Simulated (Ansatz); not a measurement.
# Band gap of HgC2S2N2 (C2/m) from density functionals to GW, part 2 of 2

What gap does each level of theory give for HgC2S2N2 (C2/m), and in what time?

Ansatz 0.2.0; density functionals, hybrids and G0W0, plane waves, PAW. Known limits of the many-body steps: finite bands, screening cutoff and k mesh; no spin-orbit coupling in G0W0; d shells not analysed.

So far. Step 9 (G0W0@PBE, 4×4×4 mesh, 1043 empty bands, screening to …): Over 23 of 24 irreducible mesh points the G0W0 gap is 4.028 eV, from k = (-0.500, -0.500, 0.000) to k = Γ. The PBE gap of this run on the mesh is 2.210 eV. The two states that bound the G0W0 gap lie that far apart at the start, so the correction of the gap is 4.028 − 2.210 = +1.818 eV.

In doubt: masses and optical values from hybrid runs of this build are listed as unsure (step 10), which bears on the screening that GW takes from such a start.

### 11. Gap and time by level

Each gap is the least one over the points named; times are wall times on shared hosts, not benchmarks. A G0W0 time includes the run's own self-consistent start. Runs with listed points see these and the mesh alone, so an edge that moves elsewhere is missed. Rows marked * are further runs, not shown as steps, whose inputs differ from the G0W0 step on the same start in the columns given; solver thresholds can differ too.

```
     level   mesh       files, cutoff  bands summed, screening                            points  gap (eV)              valence top  conduction bottom  least direct gap (eV)     time
       LDA  6×6×4  soft_1 PAW, 420 eV                        -            mesh and listed points     2.023  (-0.500, -0.500, 0.000)                  Γ                  2.160    3.8 s
    PBEsol  6×6×4  soft_1 PAW, 420 eV                        -            mesh and listed points     2.126  (-0.500, -0.500, 0.000)                  Γ                  2.259    8.6 s
       PBE  6×6×4  soft_1 PAW, 420 eV                        -                     mesh and path     2.210  (-0.500, -0.500, 0.000)                  Γ                  2.339    9.5 s
   PBE+SOC  6×6×4  soft_1 PAW, 420 eV                        -            mesh and listed points     2.211  (-0.500, -0.500, 0.000)                  Γ                  2.339     11 s
    r2SCAN  6×6×4  soft_1 PAW, 500 eV                        -            mesh and listed points     2.533  (-0.500, -0.500, 0.000)                  Γ                  2.665      7 s
     HSE06  4×4×2  soft_1 PAW, 420 eV                        -            mesh and listed points     3.363  (-0.500, -0.500, 0.000)                  Γ                  3.507     21 s
      PBE0  4×4×2  soft_1 PAW, 420 eV                        -            mesh and listed points     4.100  (-0.500, -0.500, 0.000)                  Γ                  4.248     16 s
 G0W0@PBE*  4×4×4  soft_1 PAW, 420 eV               196, 66 eV  23 of 24 irreducible mesh points     3.960  (-0.500, -0.500, 0.000)                  Γ                  4.106     31 s
 G0W0@PBE*  4×4×4  soft_1 PAW, 420 eV              510, 132 eV  23 of 24 irreducible mesh points     4.010  (-0.500, -0.500, 0.000)                  Γ                  4.150     83 s
  G0W0@PBE  4×4×4  soft_1 PAW, 420 eV             1068, 220 eV  23 of 24 irreducible mesh points     4.028  (-0.500, -0.500, 0.000)                  Γ                  4.166  3.3 min
 G0W0@PBE*  4×4×2  soft_1 PAW, 420 eV              510, 132 eV  13 of 14 irreducible mesh points     4.011  (-0.500, -0.500, 0.000)                  Γ                  4.151     28 s
G0W0@HSE06  4×4×4  soft_1 PAW, 420 eV             1068, 220 eV  22 of 24 irreducible mesh points     4.667  (-0.500, -0.500, 0.000)                  Γ                  4.816  8.7 min
```

### 12. What came out

- LDA, over mesh and listed points: 2.023 eV
- PBEsol, over mesh and listed points: 2.126 eV
- PBE, over mesh and path: 2.210 eV
- PBE+SOC, over mesh and listed points: 2.211 eV
- r2SCAN, over mesh and listed points: 2.533 eV
- HSE06, over mesh and listed points: 3.363 eV
- PBE0, over mesh and listed points: 4.100 eV
- G0W0@PBE (1068 bands, 4×4×4), over 23 of 24 irreducible mesh points: 4.028 eV
- G0W0@HSE06, over 22 of 24 irreducible mesh points: 4.667 eV
- known limits: finite bands, screening cutoff and k mesh; no spin-orbit coupling in G0W0; d shells not analysed

**Reading.** The rows run from 2.023 eV (LDA) to 4.667 eV (G0W0@HSE06). They differ in mesh, plane-wave cutoff, bands and screening cutoff of G0W0 and the points over which the gap was sought as well as in level, so only pairs that share these are like for like. PBEsol against LDA: 2.126 − 2.023 = +0.103 eV, with the same mesh, files and cutoff, and both edges at the same k points. PBE against PBEsol: 2.210 − 2.126 = +0.084 eV, with the same mesh, files and cutoff, and both edges at the same k points. PBE+SOC against PBE: 2.211 − 2.210 = +0.001 eV, with the same mesh, set of files (read in its fully relativistic form for the spin-orbit run) and cutoff, and both edges at the same k points. The spin-orbit run sees mesh and listed points alone, so its gap is an upper bound: the coupling can move an edge off these points, and the change over the zone, its sign included where it is small, is not known. PBE0 against HSE06: 4.100 − 3.363 = +0.737 eV, with the same mesh, files and cutoff, and both edges at the same k points. G0W0@HSE06 against G0W0@PBE with 1068 bands: 4.667 − 4.028 = +0.639 eV, with the same mesh, files and cutoffs, and both edges at the same k points. G0W0@PBE (1068 bands, 4×4×4) moves the gap of its own start on the mesh by 4.028 − 2.210 = +1.818 eV, between the same two levels. Both edges that PBE shows over mesh and path lie at k points where levels were corrected. Levels at other points were not corrected, so a lower G0W0 gap elsewhere in the zone is not ruled out. G0W0@HSE06 moves the gap of its own start on the mesh by 4.667 − 3.362 = +1.305 eV, between the same two levels. Both edges that HSE06 shows over mesh and listed points lie at k points where levels were corrected. Levels at other points were not corrected, so a lower G0W0 gap elsewhere in the zone is not ruled out. What spin-orbit coupling does to the G0W0 levels was not computed, so no sum with the G0W0 gap is formed. For G0W0@PBE: from 196 bands and 66 eV to 1068 bands and 220 eV the gap moves by 4.028 − 3.960 = +0.068 eV (rung by rung 3.960, 4.010, 4.028 eV); bands and screening cutoff rise together, so their parts are not told apart. A line in one over the bands through the two highest rungs gives 4.028 + (4.028 − 4.010) × 510 / (1068 − 510) = 4.044 eV, and through the pair below 4.010 + (4.010 − 3.960) × 196 / (510 − 196) = 4.041 eV. The two agree within 0.03 eV and the same two states bound the gap in each rung, so 4.044 eV is taken as an estimate of the limit on this mesh. The other G0W0 rows are shown at one basis each (1068 bands), so their distance from the limit is not known here. With the 4×4×2 mesh in place of the 4×4×4 mesh and all else as in the G0W0@PBE row with 510 bands, the gap differs by 4.011 − 4.010 = +0.001 eV, and that of the start by 2.210 − 2.210 = +0.000 eV. The G0W0 runs are scalar-relativistic. One-shot GW is known to converge slowly in bands for compounds with shallow d shells. The cell holds Hg; the filling of the d shell and its place against the gap were not analysed here. G0W0@PBE runs of this series with other atomic data on the same mesh, not shown as steps, give 4.013 eV (hard PAW, 870 eV, 1572 bands, screening to 286 eV); where bands and cutoffs differ too, the part of the files is not isolated. Failed or unusable runs of this series, left out of the table: G0W0@PBE0 (4×4×4 mesh, soft_1 PAW files, 420 eV, 1043 empty bands) reached its time limit after 7.8 min.

[Paths, hosts, dates, memory and timing lines, banners, echoed tables and standing remarks are left out of the program output.]

[Logs are printed without paths, hosts, clocks, repeated set-up lines and the standing remarks that a program may print on its own settings, such as how far it seeks lower states.]

[Runs of the session that timed out or met a known fault of the program may be left out.]

[Cells called generated may have been cut or substituted from an entry of the Crystallography Open Database or the Materials Project.]

[Hosts, paths, dates, database ids (printed as entryN), source tags and the programs' standing remarks are cut or masked in the printed files.]

[Where an RPA ε∞ is given, it is that of the G0W0 mesh and is not shown converged in it. Names of k-points follow the symmetry that the program found, which can be lower than the space group named. Band edges on a path are those of the sampled points; other points can move an edge, and change direct to indirect where valleys lie close.]

[Hybrid gaps are those of their k-mesh and are not shown converged in it.]
